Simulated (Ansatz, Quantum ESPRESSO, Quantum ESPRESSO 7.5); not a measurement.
# Evanescent states of ZnS, zinc blende type, lattice constant set to 5.45 Å

How good a tunnel barrier is ZnS, zinc blende type, lattice constant set to 5.45 Å?

Method: plane-wave DFT, PBE, GBRV ultrasoft pseudopotentials (cross-check by Ansatz 0.2.0 with PAW datasets), in Quantum ESPRESSO 7.5.

### Step 1. Set-up

It takes space group F-43m (No. 216, cubic). Conventional cell: a = 5.450 Å, b = 5.450 Å, c = 5.450 Å, α = 90.00°, β = 90.00°, γ = 90.00°. Zn has 4 S at 2.36 Å nearest. Nearest to S lie 4 Zn at 2.36 Å. Farther neighbours and most contacts between anions are not listed.

Structure file:

```cif
data_structure
_symmetry_space_group_name_H-M 'F-43m'
_symmetry_Int_Tables_number 216
_cell_length_a 5.4500
_cell_length_b 5.4500
_cell_length_c 5.4500
_cell_angle_alpha 90.000
_cell_angle_beta 90.000
_cell_angle_gamma 90.000
_cell_volume 161.88
loop_
_atom_site_label
_atom_site_type_symbol
_atom_site_symmetry_multiplicity
_atom_site_Wyckoff_symbol
_atom_site_fract_x
_atom_site_fract_y
_atom_site_fract_z
_atom_site_occupancy
Zn1 Zn 4 a 0.00000 0.00000 0.00000 1
S1 S 4 c 0.75000 0.75000 0.25000 1
```

### Step 2. Ground state

pwcond needs a cell whose third axis lies along the current and stands perpendicular to the other two.

Input file scf.in:

```
&control
  prefix = 'scf'
  outdir = './out'
  pseudo_dir = './pseudo'
  calculation = 'scf'
  tprnfor = .true.
/
&system
  ibrav = 0
  nat = 4
  ntyp = 2
  ecutwfc = 40
  ecutrho = 200
  occupations = 'fixed'
  nbnd = 30
/
&electrons
  conv_thr = 1e-09
  mixing_beta = 0.6
  electron_maxstep = 120
/
ATOMIC_SPECIES
  Zn  65.3800  zn_pbe_v1.uspp.F.UPF
  S   32.0600  s_pbe_v1.4.uspp.F.UPF
CELL_PARAMETERS angstrom
  3.85373195746668 0.00000000000000 0.00000000000000
  0.00000000000000 3.85373195746668 0.00000000000000
  0.00000000000000 0.00000000000000 5.45000000000000
ATOMIC_POSITIONS crystal
  Zn  0.000000000000 0.000000000000 0.000000000000
  S   0.500000000000 0.000000000000 0.250000000000
  Zn  0.500000000000 0.500000000000 0.500000000000
  S   0.000000000000 0.500000000000 0.750000000000
K_POINTS automatic
  6 6 6 0 0 0
```

On the command line:

```
$ OMP_NUM_THREADS=1 mpirun -n 2 pw.x -nk 2 -in scf.in > scf.out
```

Log:

```text
Program PWSCF v.7.5 starts
[citation notice left out]

     Parallel version (MPI & OpenMP), running on       2 processor cores
     Number of MPI processes:                 2
     Threads/MPI process:                     1

     MPI processes distributed on     1 nodes
[...]
Current dimensions of program PWSCF are:
     Max number of different atomic species (ntypx) = 10
     Max number of k-points (npk) =  40000
     Max angular momentum in pseudopotentials (lmaxx) =  4
     Found identity + ( -0.5000 -0.5000 -0.5000) symmetry
     This is a supercell, fractional translations are disabled
     Message from routine setup:
     using ibrav=0 with symmetry is DISCOURAGED, use correct ibrav instead

     K-points division:     npool     =       2
     Subspace diagonalization in iterative solution of the eigenvalue problem:
     a serial algorithm will be used

     G-vector sticks info
     --------------------
     sticks:   dense  smooth     PW     G-vecs:    dense   smooth      PW
     Sum         845     673    213                26131    18713    3179

     Using Slab Decomposition

     bravais-lattice index     =            0
     lattice parameter (alat)  =       7.2825  a.u.
     unit-cell volume          =     546.2056 (a.u.)^3
     number of atoms/cell      =            4
     number of atomic types    =            2
     number of electrons       =        52.00
     number of Kohn-Sham states=           30
     kinetic-energy cutoff     =      40.0000  Ry
     charge density cutoff     =     200.0000  Ry
     scf convergence threshold =      1.0E-09
     mixing beta               =       0.6000
     number of iterations used =            8  plain     mixing
     Exchange-correlation=  SLA  PW   PBX  PBC
                           (   1   4   3   4   0   0   0)

     celldm(1)=   7.282498  celldm(2)=   0.000000  celldm(3)=   0.000000
     celldm(4)=   0.000000  celldm(5)=   0.000000  celldm(6)=   0.000000

     crystal axes: (cart. coord. in units of alat)
               a(1) = (   1.000000   0.000000   0.000000 )
               a(2) = (   0.000000   1.000000   0.000000 )
               a(3) = (   0.000000   0.000000   1.414214 )

     reciprocal axes: (cart. coord. in units 2 pi/alat)
               b(1) = (  1.000000  0.000000  0.000000 )
               b(2) = (  0.000000  1.000000  0.000000 )
               b(3) = (  0.000000  0.000000  0.707107 )

     PseudoPot. # 1 for Zn read from file:
     ./pseudo/zn_pbe_v1.uspp.F.UPF
     Pseudo is Ultrasoft, Zval = 20.0
     Generated by new atomic code, or converted to UPF format
     Using radial grid of  943 points,  6 beta functions with:
                l(1) =   0
                l(2) =   0
                l(3) =   1
                l(4) =   1
                l(5) =   2
                l(6) =   2
     Q(r) pseudized with  8 coefficients,  rinner =    1.100   1.100   1.100
                                                       1.100   1.100

     PseudoPot. # 2 for S  read from file:
     ./pseudo/s_pbe_v1.4.uspp.F.UPF
     Pseudo is Ultrasoft + core correction, Zval =  6.0
     Generated by new atomic code, or converted to UPF format
     Using radial grid of  907 points,  6 beta functions with:
                l(1) =   0
                l(2) =   0
                l(3) =   1
                l(4) =   1
                l(5) =   2
                l(6) =   2
     Q(r) pseudized with  8 coefficients,  rinner =    1.300   1.300   1.300
                                                       1.300   1.300

     atomic species   valence    mass     pseudopotential
     Zn               20.00    65.38000     Zn( 1.00)
     S                 6.00    32.06000     S ( 1.00)

      8 Sym. Ops. (no inversion) found

   Cartesian axes

     site n.     atom                  positions (alat units)
         1        Zn     tau(   1) = (   0.0000000   0.0000000   0.0000000  )
         2        S      tau(   2) = (   0.5000000   0.0000000   0.3535534  )
         3        Zn     tau(   3) = (   0.5000000   0.5000000   0.7071068  )
         4        S      tau(   4) = (   0.0000000   0.5000000   1.0606602  )

     number of k points=    40
                       cart. coord. in units 2pi/alat
        k(    1) = (   0.0000000   0.0000000   0.0000000), wk =   0.0092593
        k(    2) = (   0.0000000   0.0000000   0.1178511), wk =   0.0185185
        k(    3) = (   0.0000000   0.0000000   0.2357023), wk =   0.0185185
        k(    4) = (   0.0000000   0.0000000  -0.3535534), wk =   0.0092593
        k(    5) = (   0.0000000   0.1666667   0.0000000), wk =   0.0370370
        k(    6) = (   0.0000000   0.1666667   0.1178511), wk =   0.0740741
        k(    7) = (   0.0000000   0.1666667   0.2357023), wk =   0.0740741
        k(    8) = (   0.0000000   0.1666667  -0.3535534), wk =   0.0370370
        k(    9) = (   0.0000000   0.3333333   0.0000000), wk =   0.0370370
        k(   10) = (   0.0000000   0.3333333   0.1178511), wk =   0.0740741
[...]
k(   40) = (  -0.5000000  -0.5000000  -0.3535534), wk =   0.0092593

     Dense  grid:    26131 G-vectors     FFT dimensions: (  36,  36,  48)

     Smooth grid:    18713 G-vectors     FFT dimensions: (  30,  30,  45)

     Estimated max dynamical RAM per process >      81.22 MB

     Estimated total dynamical RAM >     156.07 MB

     Initial potential from superposition of free atoms

     starting charge      51.9996, renormalised to      52.0000
     Starting wfcs are   34 randomized atomic wfcs

     total cpu time spent up to now is        1.1 secs

     per-process dynamical memory:    45.1 Mb

     Self-consistent Calculation

     iteration #  1     ecut=    40.00 Ry     beta= 0.60
     Davidson diagonalization with overlap
     ethr =  1.00E-02,  avg # of iterations =  3.6

     Threshold (ethr) on eigenvalues was too large:
     Diagonalizing with lowered threshold

     Davidson diagonalization with overlap
     ethr =  4.01E-04,  avg # of iterations =  2.3

     total cpu time spent up to now is        4.6 secs

     total energy              =    -971.46567846 Ry
     estimated scf accuracy    <       0.20896214 Ry

     iteration #  2     ecut=    40.00 Ry     beta= 0.60
[...]
total energy              =    -971.52129172 Ry
     estimated scf accuracy    <       0.09046007 Ry

     iteration #  3     ecut=    40.00 Ry     beta= 0.60
[...]
total energy              =    -971.54048107 Ry
     estimated scf accuracy    <       0.00377766 Ry

     iteration #  4     ecut=    40.00 Ry     beta= 0.60
[...]
total energy              =    -971.54108017 Ry
     estimated scf accuracy    <       0.00041447 Ry

     iteration #  5     ecut=    40.00 Ry     beta= 0.60
[...]
total energy              =    -971.54110123 Ry
     estimated scf accuracy    <       0.00000604 Ry

     iteration #  6     ecut=    40.00 Ry     beta= 0.60
[...]
total energy              =    -971.54110657 Ry
     estimated scf accuracy    <       0.00000017 Ry

     iteration #  7     ecut=    40.00 Ry     beta= 0.60
[...]
total energy              =    -971.54110665 Ry
     estimated scf accuracy    <       0.00000004 Ry

     iteration #  8     ecut=    40.00 Ry     beta= 0.60
[...]
total energy              =    -971.54110666 Ry
     estimated scf accuracy    <          5.4E-09 Ry

     iteration #  9     ecut=    40.00 Ry     beta= 0.60
[...]
End of self-consistent calculation

          k = 0.0000 0.0000 0.0000 (  2373 PWs)   bands (ev):

  -118.4150-118.4149 -72.5850 -72.5848 -72.5848 -72.5848 -72.5848 -72.5848
    -6.5711  -5.3903   0.1576   0.1630   0.1630   0.1630   0.4869   0.4869
     0.6340   0.6341   0.7044   0.8397   1.9404   4.2689   4.2689   6.4007
     6.4008   6.4008   8.3951   9.8636  10.4687  12.7867

          k = 0.0000 0.0000 0.1179 (  2369 PWs)   bands (ev):

  -118.4150-118.4149 -72.5850 -72.5849 -72.5848 -72.5848 -72.5848 -72.5848
    -6.5036  -5.4842   0.1505   0.1551   0.1797   0.1797   0.4584   0.4584
     0.6267   0.6388   0.6997   0.7367   2.2632   4.3895   4.3895   5.8190
     6.2161   6.2161   9.0369   9.9948  10.5840  12.4368

          k = 0.0000 0.0000 0.2357 (  2345 PWs)   bands (ev):

  -118.4150-118.4149 -72.5850 -72.5849 -72.5848 -72.5848 -72.5848 -72.5848
    -6.3124  -5.7274   0.1337   0.1376   0.2281   0.2281   0.3871   0.3871
     0.6094   0.6264   0.6516   0.6868   2.9778   4.7270   4.7270   4.8368
     5.7608   5.7608  10.1013  10.3733  10.8387  11.7044

          k = 0.0000 0.0000-0.3536 (  2348 PWs)   bands (ev):

  -118.4150-118.4149 -72.5850 -72.5849 -72.5848 -72.5848 -72.5848 -72.5848
    -6.0327  -6.0327   0.1262   0.1263   0.3020   0.3020   0.3021   0.3021
     0.5977   0.5977   0.6692   0.6692   3.8633   3.8633   5.2165   5.2165
     5.2165   5.2165  10.8174  10.8174  10.9707  10.9707

          k = 0.0000 0.1667 0.0000 (  2339 PWs)   bands (ev):

  -118.4150-118.4149 -72.5850 -72.5849 -72.5849 -72.5848 -72.5848 -72.5848
    -6.4389  -5.3933   0.1630   0.1835   0.1937   0.2152   0.4602   0.4999
     0.6263   0.6381   0.6853   0.9182   1.9266   3.7107   4.4538   5.2474
     6.0208   6.3188   9.3771  10.2871  11.3831  12.5321

          k = 0.0000 0.1667 0.1179 (  2342 PWs)   bands (ev):

  -118.4150-118.4149 -72.5850 -72.5849 -72.5848 -72.5848 -72.5848 -72.5848
    -6.3772  -5.4731   0.1736   0.1965   0.1965   0.2123   0.4327   0.4719
     0.6323   0.6324   0.6859   0.8095   2.1442   3.9261   4.5616   4.7458
     6.1653   6.1654   9.5144  10.4121  11.4622  12.7400

[...]
highest occupied, lowest unoccupied level (ev):     6.4008    8.3951

!    total energy              =    -971.54110666 Ry
     estimated scf accuracy    <          6.4E-10 Ry

     The total energy is the sum of the following terms:
     one-electron contribution =    -915.72056500 Ry
     hartree contribution      =     471.10968605 Ry
     xc contribution           =    -101.36212847 Ry
     ewald contribution        =    -425.56809924 Ry

     convergence has been achieved in   9 iterations

     Forces acting on atoms (cartesian axes, Ry/au):

     atom    1 type  1   force =     0.00000000    0.00000000    0.00000000
     atom    2 type  2   force =     0.00000000    0.00000000   -0.00000042
     atom    3 type  1   force =     0.00000000    0.00000000    0.00000000
     atom    4 type  2   force =     0.00000000    0.00000000    0.00000042

     Total force =     0.000001     Total SCF correction =     0.000008
     SCF correction compared to forces is large: reduce conv_thr to get better values

[...]
=------------------------------------------------------------------------------=
   JOB DONE.
=------------------------------------------------------------------------------=
```

It took 22 s on 2 MPI ranks of Arm Neoverse V2, shared host; peak memory 0.23 GiB.

Read from the output:

| Quantity | Value |
| --- | --- |
| free energy | -13218.4902 eV |
| valence top, on the run's zero | 6.401 eV |
| conduction bottom, on the run's zero | 8.395 eV |
| gap by band count | 1.994 eV |

The run needed 9 iterations to bring the estimated error under 1e-09 Ry.

(Continued in part 2 of 3.)

[Logs are printed without paths, hosts, clocks, repeated set-up lines and the standing remarks that a program may print on its own settings, such as how far it seeks lower states.]

[Hosts, paths, dates, database ids (printed as entryN), source tags and the programs' standing remarks are cut or masked in the printed files.]

[Maps of the electrostatic potential energy from Ansatz leave out the sawtooth potential of an applied field or a dipole correction, so their vacuum need not be flat; planar profiles and work functions include it.]
